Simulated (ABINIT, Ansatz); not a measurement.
# SiTe2 (P-3m1): from the cell to the phonon bands

How does SiTe2 (P-3m1) vibrate, and is this structure a minimum?

Calculated with ABINIT 10.8.3; DFT LDA, scalar-relativistic, plane waves, HGH norm-conserving pseudopotentials.

Most raw output is cut from this account.

**1. The structure**

The cell holds 3 atoms: 1 Si and 2 Te. Cell: a = 3.715 Å, b = 3.715 Å, c = 16.300 Å, α = 90.0°, β = 90.0°, γ = 120.0°. Vacuum lies along c.

**2. Relaxing the cell and atoms**

The in-plane cell and the atoms are brought to rest; the spacing across the vacuum is kept.

The starting cell comes from a relaxation made beforehand in Ansatz (LDA, PseudoDojo NC).

relax.abi reads:

```
# relaxation
ionmov 2
optcell 9
dilatmx 1.08
ntime 40
tolmxf 1.0d-05
tolvrs 1.0d-14
prtwf 0
prtden 0
chksymtnons 0

# basis, mesh and filling
ecut 26.0
ecutsm 3.0
ixc 7
ngkpt 9 9 1
nshiftk 1
shiftk 0.0 0.0 0.0
istwfk *1
occopt 7
tsmear 0.01
nband 14
nstep 100
diemac 1000000.0
prtebands 0
prtgsr 0
useylm 1

# cell and atoms
acell 7.020804005 7.020804005 30.80253583
rprim 
    1.0 0.0 0.0
    -0.5 0.8660254038 0.0
    0.0 0.0 1.0
ntypat 2
znucl 14 52
natom 3
typat 1 2 2
xred 
    0.0 0.0 0.5
    1/3 2/3 0.5986555608
    2/3 1/3 0.4013444392
pp_dirpath "./pseudo"
pseudos "Si.hgh, Te.hgh"
```

Started as:

```console
$ OMP_NUM_THREADS=1 mpirun -n 4 abinit relax.abi > relax.log
```

The job ended after 2 min (4 MPI ranks of Arm Neoverse V2, shared host).

Relaxation path:

| step | energy less that of the first step (eV) | largest force (eV/Å) | volume (Å³) |
| --- | --- | --- | --- |
| 1 | 0.0000 | 0.0079 | 194.85 |
| 2 | 0.0000 | 0.0064 | 194.88 |
| 3 | -0.0001 | 0.0079 | 195.16 |
| 4 | -0.0001 | 0.0075 | 195.17 |
| 5 | -0.0001 | 0.0008 | 195.25 |
| 6 | -0.0001 | 0.0001 | 195.25 |

| cell as run | before | after | change |
| --- | --- | --- | --- |
| a (Å) | 3.715 | 3.719 | +0.1 % |
| b (Å) | 3.715 | 3.719 | +0.1 % |

The relaxed structure:

```xyz
3
Lattice="3.7191 0.0000 0.0000 -1.8595 3.2208 0.0000 0.0000 0.0000 16.3000" Properties=species:S:1:pos:R:3
Si    0.0000    0.0000    8.1500
Te    0.0000    2.1472    9.7580
Te    1.8595    1.0736    6.5420
```

Numbers from this step:

- gap on the k-mesh: 0 eV
- area per atom: 3.993 Å²

The volume changes by +0.2 % from the cell with which this run began.

**3. Ground state**

First-order wavefunctions inherit every error of the ground state, hence the very tight tolvrs. Occupations are smeared.

gs.abi reads:

```
# ground state
tolvrs 1.0d-16
prtden 1
prtwf 1

# basis, mesh and filling
ecut 20.0
ixc 7
ngkpt 9 9 1
nshiftk 1
shiftk 0.0 0.0 0.0
istwfk *1
occopt 7
tsmear 0.01
nband 14
nstep 100
diemac 1000000.0
prtebands 0
prtgsr 0
useylm 1

# cell and atoms
acell 7.028037792 7.028037792 30.80253583
rprim 
    1.0 0.0 0.0
    -0.5 0.8660254038 0.0
    0.0 0.0 1.0
ntypat 2
znucl 14 52
natom 3
typat 1 2 2
xred 
    0.0 0.0 0.5
    1/3 2/3 0.5986474246
    2/3 1/3 0.4013525754
pp_dirpath "./pseudo"
pseudos "Si.hgh, Te.hgh"
```

Started as:

```console
$ OMP_NUM_THREADS=1 mpirun -n 4 abinit gs.abi > gs.log
```

The job ended after 15 s (4 MPI ranks; 58 s of CPU time).

**4. Zone-centre response**

At q = 0 one unit cell holds all displacements. The response is solved for single atoms along the cell's directions, and symmetry skips those that follow from others. The crystal is treated as a metal, which screens a static field, so no field response is asked.

dfpt_gamma.abi reads:

```

# common to the responses
getwfk_filepath "gso_WFK"
kptopt 2
nqpt 1
qpt 0.0 0.0 0.0
asr 0
chneut 0

# displacements
rfphon 1
rfatpol 1 3
rfdir 1 1 1
tolvrs 1.0d-10
prtwf 0

# basis, mesh and filling
ecut 20.0
ixc 7
ngkpt 9 9 1
nshiftk 1
shiftk 0.0 0.0 0.0
istwfk *1
occopt 7
tsmear 0.01
nband 14
nstep 100
diemac 1000000.0
prtebands 0
prtgsr 0
useylm 1

# cell and atoms
acell 7.028037792 7.028037792 30.80253583
rprim 
    1.0 0.0 0.0
    -0.5 0.8660254038 0.0
    0.0 0.0 1.0
ntypat 2
znucl 14 52
natom 3
typat 1 2 2
xred 
    0.0 0.0 0.5
    1/3 2/3 0.5986474246
    2/3 1/3 0.4013525754
pp_dirpath "./pseudo"
pseudos "Si.hgh, Te.hgh"
```

Started as:

```console
$ OMP_NUM_THREADS=1 mpirun -n 4 abinit dfpt_gamma.abi > dfpt_gamma.log
```

It took 84 s on 4 MPI ranks; 5.6 min of CPU time.

Read from the output:

* largest acoustic frequency at the zone centre before the sum rule: 0.54 cm⁻¹
* highest optical zone-centre mode (no LO-TO term): 314.5 cm⁻¹
* lowest optical zone-centre mode: 84.2 cm⁻¹

The acoustic modes at Γ come out as far as 0.5 cm⁻¹ from zero, where they should vanish, a small numerical error.

**5. Modes with the sum rule**

anaddb reads the merged derivatives and imposes the acoustic sum rule.

anaddb.abi reads:

```
ddb_filepath "gamma_DDB"
output_file "anaddb.abo"
outdata_prefix "anaddb"
asr 1
chneut 1
enunit 2
eivec 1
nph1l 1
qph1l 0.0 0.0 0.0 1.0
```

mrgddb.in reads:

```
gamma_DDB
merged
2
dfpt_gammao_DDB
gso_DDB
```

Started as:

```console
$ mrgddb < mrgddb.in > mrgddb.log
$ OMP_NUM_THREADS=1 anaddb anaddb.abi > anaddb.log
```

Elapsed: 0.49 s, on 1 thread.

No LO-TO term; unit eigenvectors of the mass-weighted matrix, from anaddb's displacements. The modes at Γ (shares of kinetic energy by element, %):

| mode | frequency (cm⁻¹) | Si % | Te % |
| --- | --- | --- | --- |
| 1 | 0.0 | 10 | 90 |
| 2 | 0.0 | 10 | 90 |
| 3 | 0.0 | 10 | 90 |
| 4 | 84.2 | 0 | 100 |
| 5 | 84.2 | 0 | 100 |
| 6 | 147.6 | 0 | 100 |
| 7 | 214.9 | 90 | 10 |
| 8 | 214.9 | 90 | 10 |
| 9 | 314.5 | 90 | 10 |

Displacements in mode 4 (84.2 cm⁻¹), the largest set to 1:
```
Si1  0.00  0.00  0.00
Te2  0.00 -1.00  0.00
Te3  0.00  1.00  0.00
```

Displacements in mode 9 (314.5 cm⁻¹), the largest set to 1:
```
Si1  0.00  0.00  1.00
Te2  0.00  0.00 -0.11
Te3  0.00  0.00 -0.11
```

The rule moves no optical mode by more than 0.1 cm⁻¹.

**6. Sum rules set otherwise (asr 0)**

Without the rule the raw error of the acoustic modes shows.

anaddb.abi, as its differences from that of step 5:

```diff
@@ -3,4 +3,4 @@
 outdata_prefix "anaddb"
-asr 1
-chneut 1
+asr 0
+chneut 0
 enunit 2
```

mrgddb.in is that of step 5.

Wall time 0.48 s (1 thread).

Zone-centre frequencies as printed; negative means imaginary. Modes:

| mode | frequency (cm⁻¹) |
| --- | --- |
| 1 | 0.2 |
| 2 | 0.2 |
| 3 | 0.54 |
| 4 | 84.2 |
| 5 | 84.2 |
| 6 | 147.7 |
| 7 | 214.9 |
| 8 | 214.9 |
| 9 | 314.5 |

**7. Linear response on the mesh**

Linear response treats each wavevector in the unit cell, with no supercell; the 3×3×1 mesh fixes the range of the force constants to be had.

dfpt_q.abi reads:

```
ndtset 2

# wavevectors
qpt1 0.3333333333 0.0 0.0
qpt2 0.3333333333 0.3333333333 0.0

# displacements
getwfk_filepath "gso_WFK"
getwfq_filepath "gso_WFK"
kptopt 3
nqpt 1
rfphon 1
rfatpol 1 3
rfdir 1 1 1
tolvrs 1.0d-10
prtwf 0

# basis, mesh and filling
ecut 20.0
ixc 7
ngkpt 9 9 1
nshiftk 1
shiftk 0.0 0.0 0.0
istwfk *1
occopt 7
tsmear 0.01
nband 14
nstep 100
diemac 1000000.0
prtebands 0
prtgsr 0
useylm 1

# cell and atoms
acell 7.028037792 7.028037792 30.80253583
rprim 
    1.0 0.0 0.0
    -0.5 0.8660254038 0.0
    0.0 0.0 1.0
ntypat 2
znucl 14 52
natom 3
typat 1 2 2
xred 
    0.0 0.0 0.5
    1/3 2/3 0.5986474246
    2/3 1/3 0.4013525754
pp_dirpath "./pseudo"
pseudos "Si.hgh, Te.hgh"
```

Started as:

```console
$ OMP_NUM_THREADS=1 mpirun -n 4 abinit dfpt_q.abi > dfpt_q.log
```

It took 13 min on 4 MPI ranks.

Read from the output:

```
lowest mode on the q mesh (acoustic ones at the zone centre apart) : 45.39 cm⁻¹
```

Frequencies (cm⁻¹) before the sum rule at the irreducible wavevectors but Γ, which is solved apart; negative means imaginary. Frequencies by wavevector:

| q (fractions) | star | mode 1 | mode 2 | mode 3 | mode 4 | mode 5 | mode 6 | mode 7 | mode 8 | mode 9 |
| --- | --- | --- | --- | --- | --- | --- | --- | --- | --- | --- |
| 0.3333 0 0 | 6 | 45.39 | 52.09 | 82.89 | 90.51 | 116.2 | 128 | 230.2 | 250.3 | 299.8 |
| 0.3333 0.3333 0 | 2 | 58.27 | 103.3 | 105.4 | 105.4 | 107.3 | 107.3 | 224.3 | 279 | 279 |

**8. Interpolated phonon bands**

anaddb transforms the dynamical matrices to force constants and back along the path; points of the mesh come back as solved, but for the sum rule and, in polar crystals, the LO-TO term at Γ; the rest is interpolation.

anaddb.abi reads:

```
ddb_filepath "all_DDB"
output_file "anaddb.abo"
outdata_prefix "anaddb"
ifcflag 1
ngqpt 3 3 1
nqshft 1
q1shft 0.0 0.0 0.0
asr 1
chneut 0
dipdip 0
dipquad 0
quadquad 0
enunit 0
eivec 0
nph1l 43
qph1l 
    0.0 0.0 0.0 1.0
    0.03571429 0.0 0.0 1.0
    0.07142857 0.0 0.0 1.0
    0.10714286 0.0 0.0 1.0
    0.14285714 0.0 0.0 1.0
    0.17857143 0.0 0.0 1.0
    0.21428571 0.0 0.0 1.0
    0.25 0.0 0.0 1.0
    0.28571429 0.0 0.0 1.0
    0.32142857 0.0 0.0 1.0
    0.35714286 0.0 0.0 1.0
    0.39285714 0.0 0.0 1.0
    0.42857143 0.0 0.0 1.0
    0.46428571 0.0 0.0 1.0
    0.5 0.0 0.0 1.0
    0.48809524 0.02380952 0.0 1.0
    0.47619048 0.04761905 0.0 1.0
    0.46428571 0.07142857 0.0 1.0
    0.45238095 0.0952381 0.0 1.0
    0.44047619 0.11904762 0.0 1.0
    0.42857143 0.14285714 0.0 1.0
    0.41666667 0.16666667 0.0 1.0
    0.4047619 0.19047619 0.0 1.0
    0.39285714 0.21428571 0.0 1.0
    0.38095238 0.23809524 0.0 1.0
    0.36904762 0.26190476 0.0 1.0
    0.35714286 0.28571429 0.0 1.0
    0.3452381 0.30952381 0.0 1.0
    0.33333333 0.33333333 0.0 1.0
    0.30952381 0.30952381 0.0 1.0
    0.28571429 0.28571429 0.0 1.0
    0.26190476 0.26190476 0.0 1.0
    0.23809524 0.23809524 0.0 1.0
    0.21428571 0.21428571 0.0 1.0
    0.19047619 0.19047619 0.0 1.0
    0.16666667 0.16666667 0.0 1.0
    0.14285714 0.14285714 0.0 1.0
    0.11904762 0.11904762 0.0 1.0
    0.0952381 0.0952381 0.0 1.0
    0.07142857 0.07142857 0.0 1.0
    0.04761905 0.04761905 0.0 1.0
    0.02380952 0.02380952 0.0 1.0
    0.0 0.0 0.0 1.0
```

mrgddb.in reads:

```
all_DDB
merged
3
dfpt_gammao_DDB
dfpt_qo_DS1_DDB
dfpt_qo_DS2_DDB
```

Started as:

```console
$ mrgddb < mrgddb.in > mrgddb.log
$ OMP_NUM_THREADS=1 anaddb anaddb.abi > anaddb.log
```

Wall time 0.49 s (1 thread).

This step gave:

| Quantity | Value |
| --- | --- |
| lowest frequency on the path | -21.99 cm⁻¹ |

Anaddb. Phonon branches along the path, in cm⁻¹:

| point | branch 1 | branch 2 | branch 3 | branch 4 | branch 5 | branch 6 | branch 7 | branch 8 | branch 9 |
| --- | --- | --- | --- | --- | --- | --- | --- | --- | --- |
| Γ | 0 | 0 | 0 | 84 | 84 | 148 | 215 | 215 | 314 |
| halfway | 19 | 45 | 78 | 85 | 112 | 134 | 225 | 259 | 287 |
| M | 57 | 74 | 78 | 97 | 115 | 121 | 232 | 236 | 320 |
| halfway | 60 | 80 | 98 | 100 | 112 | 116 | 228 | 250 | 306 |
| K | 58 | 103 | 105 | 105 | 107 | 107 | 224 | 279 | 279 |
| halfway | 26 | 60 | 78 | 96 | 110 | 131 | 227 | 273 | 275 |
| Γ | 0 | 0 | 0 | 84 | 84 | 148 | 215 | 215 | 314 |

The path dips to 22i cm⁻¹ between the solved wavevectors, whose modes are all real, so the dip may come from the interpolation.

**9. Sums over the zone**

Sums over the zone need many more wavevectors than were solved, so the interpolation is sampled on a dense mesh.

anaddb.abi reads:

```
ddb_filepath "all_DDB"
output_file "anaddb.abo"
outdata_prefix "anaddb"
ifcflag 1
ngqpt 3 3 1
nqshft 1
q1shft 0.0 0.0 0.0
asr 1
chneut 0
dipdip 0
dipquad 0
quadquad 0
prtdos 1
dossmear 1.8d-05
ng2qpt 14 14 1
dosdeltae 4.5563e-06
ntemper 11
temperinc 100.0
tempermin 0.0
```

Started as:

```console
$ OMP_NUM_THREADS=1 anaddb anaddb.abi > anaddb.log
```

The job ended after 0.5 s (1 thread).

Numbers from this step:

- share of modes beyond 3i cm⁻¹ on the dense interpolated mesh: 0.0207

The phonon density of states has structure finer than the step of the table below, so its rows give means over 10 cm⁻¹, whole bins alone (the curve runs from -30 to 344 cm⁻¹). Peaks (cm⁻¹: height): -18.0: 0.0133, 58.0: 0.0573, 88.0: 0.0831, 112.0: 0.0922, 230.0: 0.0750, 296.0: 0.0348.

Gaussian, 4 cm-1. Phonon density of states against wavenumber; means over each step:

| wavenumber (cm⁻¹) | phonon density of states (1/cm⁻¹/cell) |
| --- | --- |
| -20 | 0.0111 |
| -10 | 0.00550 |
| 0 | 0.00167 |
| 10 | 0.00429 |
| 20 | 0.00924 |
| 30 | 0.0149 |
| 40 | 0.0213 |
| 50 | 0.0398 |
| 60 | 0.0523 |
| 70 | 0.0340 |
| 80 | 0.0531 |
| 90 | 0.0772 |
| 100 | 0.0745 |
| 110 | 0.0849 |
| 120 | 0.0621 |
| 130 | 0.0297 |
| 140 | 0.0174 |
| 150 | 0.00527 |
| 160 | 1.2e-4 |
| 170 | 0 |
| 180 | 0 |
| 190 | 0 |
| 200 | 2.0e-5 |
| 210 | 0.00355 |
| 220 | 0.0291 |
| 230 | 0.0655 |
| 240 | 0.0305 |
| 250 | 0.0269 |
| 260 | 0.0305 |
| 270 | 0.0134 |
| 280 | 0.0119 |
| 290 | 0.0289 |
| 300 | 0.0288 |
| 310 | 0.0218 |
| 320 | 0.00879 |
| 330 | 3.8e-4 |

**10. Results**

```json
{
 "space group after relaxation": "P-3m1",
 "area per atom": "3.99 Å²",
 "highest optical zone-centre mode (no LO-TO term)": "314.5 cm⁻¹",
 "lowest optical zone-centre mode": "84.2 cm⁻¹",
 "q mesh": "3×3×1",
 "lowest mode on the q mesh (acoustic ones at the zone centre apart)": "45.4 cm⁻¹",
 "imaginary modes on the q mesh": "none"
}
```

**Reading.** SiTe2 (P-3m1) is dynamically stable on the 3×3×1 mesh; its spectrum reaches 320 cm⁻¹. At the LDA level the optical modes of SiTe2 (P-3m1) at the zone centre run from 84 to 314 cm⁻¹. Along axes with an odd number of divisions the mesh misses the zone-boundary points at one half, where instabilities often lie; those are only interpolated. The imaginary part of the path lies between the solved wavevectors, so it may come from the interpolation. These are harmonic frequencies at zero temperature: anharmonic shifts and linewidths and thermal expansion are left out. Spin-orbit coupling is left out, which can matter for the heavy elements here. The sheet is repeated along c with vacuum between and no cut of the Coulomb interaction; dielectric tensors refer to the cell with its vacuum, no LO-TO term enters the bands, and the bending branch near Γ is rough. In a metal the frequencies hang on the k mesh and the smearing, most of all near Kohn anomalies. A run in a second program is left out, since it treats the direction across the vacuum otherwise. The sheet was typed on a prototype.

[Host names and launcher messages were left out of these logs when they were recorded.]

[Logs are printed without paths, hosts, clocks, repeated set-up lines and the standing remarks that a program may print on its own settings, such as how far it seeks lower states.]

[Hosts, paths, dates, database ids (printed as entryN), source tags and the programs' standing remarks are cut or masked in the printed files.]
